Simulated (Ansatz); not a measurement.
# CsAgMoO4 (built on the sites of a database entry of CsLiMoO4): from the cell to its phonons, part 2 of 2

The cell of CsAgMoO4 (built on the sites of a database entry of CsLiMoO4) is at rest. What are its phonons? After the zone centre comes a 2×2×2 q mesh on a 4×4×4 k mesh.

Ansatz 0.2.0; DFT PBE+D4, scalar-relativistic, plane waves, PAW.

So far. Step 2 (Modes at Γ): Before it was imposed, the acoustic sum rule was missed by 1.0e-4 eV/Å² and the charge sum rule by 6.1e-6 e. Small misses are needed for a sound result but don't prove that mesh and cutoff are converged. The lowest optical mode is imaginary, 105.8i cm⁻¹, so the energy falls along it.

The structure was built from a prototype and need not be the compound's stable phase.

### 3. The dispersion

Stability and thermal properties need the whole zone. Linear response on a 2×2×2 q mesh gives force constants as far as a supercell of that size would, and the tensors from the zone-centre run are typed in so that the long-range dipole term is interpolated apart.

File input.yaml:

```yaml
crystal:
  lattice:
    - [0.0, 4.6134148383, 4.6134148383]
    - [4.6134148383, 0.0, 4.6134148383]
    - [4.6134148383, 4.6134148383, 0.0]
  atoms:
    - { symbol: Cs, position: [0.75, 0.75, 0.75] }
    - { symbol: Ag, position: [0.5, 0.5, 0.5] }
    - { symbol: Mo, position: [0.25, 0.25, 0.25] }
    - { symbol: O, position: [0.9169708176, 0.3610097275, 0.3610097275] }
    - { symbol: O, position: [0.3610097275, 0.3610097275, 0.9169708176] }
    - { symbol: O, position: [0.3610097275, 0.9169708176, 0.3610097275] }
    - { symbol: O, position: [0.3610097275, 0.3610097275, 0.3610097275] }
kpoints:
  mp_grid: { grid: [4, 4, 4] }
hamiltonian:
  xc: pbe
  dispersion: d4
scf:
  occupations: { method: fixed }
output:
  eigenvalues: true
phonons:
  method: dfpt
  qmesh: [2, 2, 2]
  temperatures: { t_max: 1000, t_step: 50 }
  qpath:
    path:
      - [[0.0, 0.0, 0.0], [-0.5, -0.5, 0.0], [-0.375, -0.375, 0.25]]
      - [[-0.375, 0.0, 0.375], [0.0, 0.0, 0.0], [0.0, 0.0, 0.5], [-0.5, -0.25, 0.25], [-0.5, -0.5, 0.0]]
    npoints: 10
  non_analytic_term:
    high_frequency_dielectric_tensor: [[2.8363, 0.0, 0.0], [0.0, 2.8363, 0.0], [0.0, 0.0, 2.8363]]
    born_effective_charges:
      - { species: Cs, tensor: [[1.3015, 0.0, 0.0], [0.0, 1.3015, 0.0], [0.0, 0.0, 1.3015]] }
      - { species: Ag, tensor: [[1.2276, 0.0, 0.0], [0.0, 1.2276, 0.0], [0.0, 0.0, 1.2276]] }
      - { species: Mo, tensor: [[3.5415, 0.0, 0.0], [0.0, 3.5415, 0.0], [0.0, 0.0, 3.5415]] }
      - { species: O, tensor: [[-1.5177, 0.9661, 0.9661], [0.9661, -1.5177, -0.9661], [0.9661, -0.9661, -1.5177]] }
      - { species: O, tensor: [[-1.5177, -0.9661, 0.9661], [-0.9661, -1.5177, 0.9661], [0.9661, 0.9661, -1.5177]] }
      - { species: O, tensor: [[-1.5177, 0.9661, -0.9661], [0.9661, -1.5177, 0.9661], [-0.9661, 0.9661, -1.5177]] }
      - { species: O, tensor: [[-1.5177, -0.9661, -0.9661], [-0.9661, -1.5177, -0.9661], [-0.9661, -0.9661, -1.5177]] }
    source: "zone-centre run at this cell"
```

Launch:

```sh
$ ansatz run input.yaml --threads 8 --pin off --max-ram 14336MiB --backend cpu --events-out ev --progress --plain --runs-dir out
```

Numbers of over 12 decimals in the logs are rounded to 6 here.

The log of the run:

```text
Warning: phonons: the dynamical matrix that this run interpolates holds no multipole term above the dipole-dipole one, and a site of this crystal is no centre of inversion, so its interpolated transverse optical and acoustic branches and sound speeds can stay off near Gamma, and the density of states and the thermodynamics with them. What a run solves at a wave vector of phonons.qpoints, Gamma apart, where the deck admits one, is free of this, and under fd what a larger phonons.supercell samples
[...]
Crystal: 7 atoms, lattice volume = 196.380 Å³
Basis set: ecut = 420 eV, 3839 PW (Γ), exchange–correlation on 90×90×90 points (8 copies of the dense FFT grid, shifted against one another)
Bands: 40, of which v1, the nominal top of the filled ones, is band 33 counted from 1 (32 counted from 0)
Symmetry: 24 space group operations
k-points: 8 of 64 (time reversal used)
[...]
SCF iter   1: F=—  HF=-20489.582617 eV  |F-HF|=—  |Δ(HF+E_count)|=         —  Δρ=3.32e-3  dr2=3.93e-2  ethr=1.77e-3  ⟨swp⟩=4.9  Hψ=1155  notcnv=0  defer=37
[...]
SCF iter  12: F=-20489.574515 eV  HF=-20489.574515 eV  |F-HF|=7.28e-12  |Δ(HF+E_count)|=  4.37e-11  Δρ=2.94e-8  dr2=1.94e-12  ethr=1.00e-12  ⟨swp⟩=13.0  Hψ=1718  notcnv=0
SCF 1 converged in 12 iterations: F = -20489.574515 eV  dr2 = 1.94e-12
[...]
NSCF: frozen V_eff on 8 k-points
[...]
DFPT response loops at q = (0, 0, 0) (fractional): preconditioner auto → none (the input reference at scf.mixing.eps_inf says where Resta's filter doesn't serve); β = 0.50; Broyden in place of MSR1
[...]
SCF converged after 12 iterations
Free energy (F): -20489.574515 eV
[...]
Internal energy: -20489.574515 eV  (E = F + TS)
E sigma→0 (E₀):  -20489.574515 eV
Fermi energy:    2.689859 eV
[...]
--- Band table (eV; the first three rows and the last of 8) ---
  k-point 0: bands = [... 29 lower, 1.5002, 1.9503, 1.9503, 1.9503, 5.5942, 6.5272, 6.5272, 8.3473, ... 3 higher]
  k-point 1: bands = [... 29 lower, 1.6698, 2.2888, 2.2888, 2.3279, 6.0004, 6.5043, 6.5043, 7.6991, ... 3 higher]
  k-point 2: bands = [... 29 lower, 1.6889, 2.5490, 2.5490, 2.6859, 6.4829, 6.4829, 6.4979, 7.3763, ... 3 higher]
  k-point 7: bands = [... 29 lower, 2.2831, 2.4789, 2.6576, 2.6899, 6.2841, 6.5133, 6.7238, 7.5756, ... 3 higher]
--- Phonons (Γ-DFPT): 4 representative perturbations + reference (Σ response iterations 15) ---
  ASR residual: 1.484e-5 → 0.000e0 eV/Å²; symmetrization residual: 3.676e-6 eV/Å²
[...]
ASR residual per site (eV/Å²): 4.32e-6 1.48e-5 1.32e-5 1.35e-5 1.35e-5 1.35e-5 1.35e-5
[...]
--- Phonons (arbitrary-q DFPT): 3 irreducible q on the 2×2×2 mesh ---
  q = [0.0000, 0.0000, 0.0000] (star 1, of the zone-centre solve; hermiticity 1.29e-7, symmetrization 4.36e-13): -105.77 -105.77 -105.77 -13.09 -13.09 -13.09 0.00 0.00 0.00 110.92 110.92 110.92 267.63 267.63 309.69 309.69 309.69 834.07 834.07 834.07 908.37
  q = [0.0000, 0.0000, -0.5000] (star 4, 6 solved perturbations in 156 linear systems a pass and spin channel, the states on 36 of 64 k-point pairs; hermiticity 1.56e-7, symmetrization 6.83e-13): -106.06 -92.76 -92.76 -27.50 -27.50 -7.63 -7.63 16.36 70.08 125.23 125.23 132.22 265.76 265.76 302.33 302.33 310.79 834.49 834.49 896.66 905.59
[...]
sum rule: each row above includes the acoustic sum rule's correction from the zone centre's row sums; it moved no ω² by more than (0.57 cm⁻¹)²
  mesh force constants: q→R imaginary residual 1.15e-17; ASR residual 1.484e-5 → 0.000e0 eV/Å²; symmetrization residual 2.842e-14 eV/Å²
  interpolated dispersion: 63 rows × 21 modes
  density of states and harmonic sums: on the 12×12×12 q-mesh, interpolated from the force constants of a 2×2×2 supercell (with the dipole–dipole term of supplied tensors)
  largest difference from the sums on the solved wave vectors: F 2.88e-1 eV, S 3.71e-4 and C_V 8.26e-5 eV/K
  zero-point energy: 0.335892 eV/cell   skipped modes (ω ≤ 0): 404, of them read as no rigid motion or as one in doubt: 401 (5.538e0 modes/cell left out, lowest -106.06 cm⁻¹)   left out of the sums: 2.64e-1 of the cell's modes: C_V's classical limit lies that fraction below 3 k_B per atom; for a crystal, a wire or a layer, F and S can be off by more, and a phonons.interpolated_qmesh denser along its periods is the remedy for the sampling
```

The job ended after 59 s (8 threads of Arm Neoverse V2, shared host; peak memory 1.5 GiB; 7.3 min of CPU time).

Numbers from this step:

```yaml
sum_rule_residual_before_enforcement: 1.48e-5 eV/Å²
lowest_frequency_on_the_path: -106.1 cm⁻¹
highest_frequency_on_the_path_or_at_a_solved_wavevector: 908.4 cm⁻¹
lowest_mode_on_the_q_mesh_acoustic_modes_at_gamma_apart: -106.1 cm⁻¹
```

Frequencies (cm⁻¹) solved at each irreducible wavevector; negative means imaginary. Frequencies by wavevector, by row:

```csv
q in reciprocal lattice units,star,mode 1,mode 2,mode 3,mode 4,mode 19,mode 20,mode 21
0 0 0,1,-105.8,-105.8,-105.8,-13.1,834.1,834.1,908.4
0 0 -0.5,4,-106.1,-92.8,-92.8,-27.5,834.5,896.7,905.6
0 -0.5 -0.5,3,-97.4,-97.4,-89.8,-41.5,835.2,900.6,901.4
```

Interpolated from a 2×2×2 q mesh, with the LO-TO term (at Γ the limit along the path; where Γ stands inside the path, tables give the limit on arrival). The phonon branches at the labelled points (cm⁻¹):

```csv
point,branch 1,branch 2,branch 3,branch 4,branch 18,branch 19,branch 20,branch 21
Γ,-106,-106,-106,-13,834,834,892,908
halfway,-102,-102,-97,-34,835,835,894,907
X,-97,-97,-90,-41,835,835,901,901
halfway,-98,-96,-91,-40,835,836,900,901
U,-98,-93,-93,-37,835,838,898,901
jump to K,-98,-93,-93,-37,835,838,898,901
halfway,-103,-101,-95,-32,834,836,894,907
Γ,-106,-106,-106,-13,834,834,892,908
halfway,-106,-100,-100,-21,834,834,894,908
L,-106,-93,-93,-28,834,834,897,906
halfway,-102,-94,-92,-34,835,838,896,903
W,-95,-95,-94,-38,837,838,898,900
halfway,-97,-96,-91,-40,836,836,900,900
X,-97,-97,-90,-41,835,835,901,901
```

The phonon density of states has structure finer than the step of the table below, so its rows give means over 50 cm⁻¹, whole bins alone (the curve runs from -105 to 915 cm⁻¹). Peaks (cm⁻¹: height): -95.0: 0.208, -35.0: 0.117, 135.0: 0.114, 265.0: 0.154, 305.0: 0.208, 835.0: 0.199, 895.0: 0.101.

Tetrahedra on a 12×12×12 mesh, mean over bins of 10 cm-1. Interpolated from a 2×2×2 q mesh. Table of phonon density of states by wavenumber; means over each step:

```csv
wavenumber (cm⁻¹),phonon density of states (1/cm⁻¹/cell)
-50,0.0312
0,0.0506
50,0.0293
100,0.0362
150,0.0327
200,0
250,0.0354
300,0.0646
350,0
400,0
450,0
500,0
550,0
600,0
650,0
700,0
750,0
800,0
850,0.0400
```

The partial phonon density of states has structure finer than the step of the table below, so its rows give means over 50 cm⁻¹, whole bins alone (the curve runs from -116 to 946 cm⁻¹). Peaks (cm⁻¹: height): Ag -29.2: 0.0275, 131.0: 0.0452; Cs 24.2: 0.0611; Mo -29.2: 0.0187, 131.0: 0.0202, 304.6: 0.0401, 838.8: 0.0182; O -96.0: 0.131, 264.5: 0.0916, 304.6: 0.0931, 898.9: 0.0791.

Phonopy on the run's constants, 11x11x11 mesh, Gaussian sigma 7.6 cm-1. Interpolated from a 2×2×2 q mesh. Partial phonon density of states against wavenumber; means over each step; values in 1/cm⁻¹/cell:

```csv
wavenumber (cm⁻¹),Ag,Cs,Mo,O
-50,0.00969,0.00811,0.00643,0.00577
0,0.00663,0.0366,0.00474,0.00372
50,0.00777,0.0145,0.00433,0.00332
100,0.0185,3.0e-4,0.00812,0.00936
150,0.0160,6.5e-5,0.00737,0.00918
200,0,0,0,0
250,2.4e-5,2.1e-5,9.6e-5,0.0314
300,5.0e-4,3.4e-5,0.0177,0.0496
350,3.1e-6,0,1.8e-4,4.2e-4
400,0,0,0,0
450,0,0,0,0
500,0,0,0,0
550,0,0,0,0
600,0,0,0,0
650,0,0,0,0
700,0,0,0,0
750,0,0,0,0
800,6.2e-7,0,7.6e-4,0.00322
850,7.4e-6,0,0.00689,0.0294
900,1.6e-5,1.3e-6,0.00332,0.0363
```

Symmetry leaves 3 wavevectors to solve. The lowest mode among them, the acoustic zeros apart, lies at q = (0, 0, -0.5) and is imaginary, 106.1i cm⁻¹, so the energy falls along it.

### 4. Isotope substitution, element Ag, natural mass 107.868 amu

An isotope changes the mass and not the force constants, so no new electronic calculation is needed; the shifts show which modes move this element.

The same force constants with the mass of Ag changed from 107.868 to 108.905 u (phonopy, no LO-TO term). Both lists are sorted by frequency; levels can cross, so a row need not hold one and the same mode. Modes under 3 cm⁻¹ are left out. Isotope shifts, by row, the first 40 of 60 rows:

```csv
q,rank,natural mass (cm⁻¹),changed mass (cm⁻¹)
0 0 0,1,-105.8,-105.8
0 0 0,2,-105.8,-105.8
0 0 0,3,-105.8,-105.8
0 0 0,4,-13.09,-13.08
0 0 0,5,-13.09,-13.08
0 0 0,6,-13.09,-13.08
0 0 0,10,110.9,110.6
0 0 0,11,110.9,110.6
0 0 0,12,110.9,110.6
0 0 0,13,267.6,267.6
0 0 0,14,267.6,267.6
0 0 0,15,309.7,309.7
0 0 0,16,309.7,309.7
0 0 0,17,309.7,309.7
0 0 0,18,834.1,834.1
0 0 0,19,834.1,834.1
0 0 0,20,834.1,834.1
0 0 0,21,908.4,908.4
0 0 -0.5,1,-106.1,-106.1
0 0 -0.5,2,-92.76,-92.75
0 0 -0.5,3,-92.76,-92.75
0 0 -0.5,4,-27.5,-27.45
0 0 -0.5,5,-27.5,-27.45
0 0 -0.5,6,-7.63,-7.63
0 0 -0.5,7,-7.63,-7.63
0 0 -0.5,8,16.36,16.36
0 0 -0.5,9,70.08,69.91
0 0 -0.5,10,125.2,124.9
0 0 -0.5,11,125.2,124.9
0 0 -0.5,12,132.2,132
0 0 -0.5,13,265.8,265.8
0 0 -0.5,14,265.8,265.8
0 0 -0.5,15,302.3,302.3
0 0 -0.5,16,302.3,302.3
0 0 -0.5,17,310.8,310.8
0 0 -0.5,18,834.5,834.5
0 0 -0.5,19,834.5,834.5
0 0 -0.5,20,896.7,896.6
0 0 -0.5,21,905.6,905.6
0 -0.5 -0.5,1,-97.43,-97.42
```

A mode of this element alone would shift by -0.48 %. The highest zone-centre frequency without the field goes from 908.4 to 908.4 cm⁻¹ (+0.0 %).

### 5. Another isotope, element Mo, natural mass 95.95 amu

The same for Mo, from 95.95 to 99.91 u.

The same force constants with the mass of Mo changed from 95.950 to 99.907 u (phonopy, no LO-TO term). Both lists are sorted by frequency; levels can cross, so a row need not hold one and the same mode. Modes under 3 cm⁻¹ are left out. Isotope shifts, by row, the first 40 of 60 rows:

```csv
q,rank,natural mass (cm⁻¹),changed mass (cm⁻¹)
0 0 0,1,-105.8,-105.8
0 0 0,2,-105.8,-105.8
0 0 0,3,-105.8,-105.8
0 0 0,4,-13.09,-13.05
0 0 0,5,-13.09,-13.05
0 0 0,6,-13.09,-13.05
0 0 0,10,110.9,110.6
0 0 0,11,110.9,110.6
0 0 0,12,110.9,110.6
0 0 0,13,267.6,267.6
0 0 0,14,267.6,267.6
0 0 0,15,309.7,307.9
0 0 0,16,309.7,307.9
0 0 0,17,309.7,307.9
0 0 0,18,834.1,831
0 0 0,19,834.1,831
0 0 0,20,834.1,831
0 0 0,21,908.4,908.4
0 0 -0.5,1,-106.1,-106.1
0 0 -0.5,2,-92.76,-92.76
0 0 -0.5,3,-92.76,-92.76
0 0 -0.5,4,-27.5,-27.34
0 0 -0.5,5,-27.5,-27.34
0 0 -0.5,6,-7.63,-7.62
0 0 -0.5,7,-7.63,-7.62
0 0 -0.5,8,16.36,16.35
0 0 -0.5,9,70.08,69.8
0 0 -0.5,10,125.2,124.8
0 0 -0.5,11,125.2,124.8
0 0 -0.5,12,132.2,131.4
0 0 -0.5,13,265.8,265.7
0 0 -0.5,14,265.8,265.7
0 0 -0.5,15,302.3,300.6
0 0 -0.5,16,302.3,300.6
0 0 -0.5,17,310.8,308.9
0 0 -0.5,18,834.5,831.4
0 0 -0.5,19,834.5,831.4
0 0 -0.5,20,896.7,894.5
0 0 -0.5,21,905.6,904.8
0 -0.5 -0.5,1,-97.43,-97.42
```

A mode of this element alone would shift by -2.00 %. The highest zone-centre frequency without the field goes from 908.4 to 908.4 cm⁻¹ (+0.0 %).

### 6. Another isotope, element O, natural mass 15.999 amu

The same for O, from 16.00 to 18.00 u.

The same force constants with the mass of O changed from 15.999 to 17.999 u (phonopy, no LO-TO term). Both lists are sorted by frequency; levels can cross, so a row need not hold one and the same mode. Modes under 3 cm⁻¹ are left out. Isotope shifts, by row, the first 40 of 60 rows:

```csv
q,rank,natural mass (cm⁻¹),changed mass (cm⁻¹)
0 0 0,1,-105.8,-99.72
0 0 0,2,-105.8,-99.72
0 0 0,3,-105.8,-99.72
0 0 0,4,-13.09,-13
0 0 0,5,-13.09,-13
0 0 0,6,-13.09,-13
0 0 0,10,110.9,109.4
0 0 0,11,110.9,109.4
0 0 0,12,110.9,109.4
0 0 0,13,267.6,252.3
0 0 0,14,267.6,252.3
0 0 0,15,309.7,297.5
0 0 0,16,309.7,297.5
0 0 0,17,309.7,297.5
0 0 0,18,834.1,795.6
0 0 0,19,834.1,795.6
0 0 0,20,834.1,795.6
0 0 0,21,908.4,856.4
0 0 -0.5,1,-106.1,-99.99
0 0 -0.5,2,-92.76,-87.58
0 0 -0.5,3,-92.76,-87.58
0 0 -0.5,4,-27.5,-27.15
0 0 -0.5,5,-27.5,-27.15
0 0 -0.5,6,-7.63,-7.61
0 0 -0.5,7,-7.63,-7.61
0 0 -0.5,8,16.36,16.34
0 0 -0.5,9,70.08,69.4
0 0 -0.5,10,125.2,123.1
0 0 -0.5,11,125.2,123.1
0 0 -0.5,12,132.2,129.9
0 0 -0.5,13,265.8,250.7
0 0 -0.5,14,265.8,250.7
0 0 -0.5,15,302.3,290.4
0 0 -0.5,16,302.3,290.4
0 0 -0.5,17,310.8,298.4
0 0 -0.5,18,834.5,796.1
0 0 -0.5,19,834.5,796.1
0 0 -0.5,20,896.7,849
0 0 -0.5,21,905.6,859.2
0 -0.5 -0.5,1,-97.43,-92.08
```

A mode of this element alone would shift by -5.72 %. The highest zone-centre frequency without the field goes from 908.4 to 856.4 cm⁻¹ (-5.7 %).

### 7. Summary of results

```yaml
space_group_within_0p01_a: F-43m
volume_per_atom: 28.1 Å³
gap_on_the_k_mesh: 2.90 eV
highest_optical_mode_at_the_zone_centre_no_lo_to_term: 908 cm⁻¹
top_of_the_zone_centre_spectrum_with_the_field: 908 cm⁻¹
lowest_optical_zone_centre_mode: -106 cm⁻¹
mean_high_frequency_dielectric_constant: 2.84
largest_born_charge_third_of_the_trace: 3.54 e
lowest_mode_on_the_q_mesh_acoustic_modes_at_gamma_apart: -106 cm⁻¹
highest_frequency_on_the_path_or_at_a_solved_wavevector: 908 cm⁻¹
imaginary_modes_on_the_2x2x2_q_mesh: yes
```

**Reading.** Modes are clearly imaginary (beyond 10i cm⁻¹) at 3 of the 3 irreducible wavevectors, most at q = (0, 0, -0.5) (106.1i cm⁻¹), so this structure is not a minimum of the energy. Without the field, the optical modes at Γ span -106 to 908 cm⁻¹ (negative means imaginary). The highest mode in this list at Γ, 908.4 cm⁻¹, is mostly motion of O (100 % of the kinetic energy). The macroscopic field leaves the top of the zone-centre spectrum where it is. Among the real modes, the strongest infrared line is at 834 cm⁻¹. The program warns that the interpolation holds no quadrupole term, so branches close to Γ can be off in this crystal. Spin-orbit coupling is left out, which can matter for the heavy elements here. In the phonons the program treats the change of the C6 weights of the dispersion term with coordination only in part. The starting cell was built on a prototype and not taken from a measurement, so the phase need not exist. These are harmonic frequencies at zero temperature: anharmonic shifts, linewidths and thermal expansion are left out.

[Logs are printed without paths, hosts, clocks, repeated set-up lines and the standing remarks that a program may print on its own settings, such as how far it seeks lower states.]

[Hosts, paths, dates, database ids (printed as entryN), source tags and the programs' standing remarks are cut or masked in the printed files.]
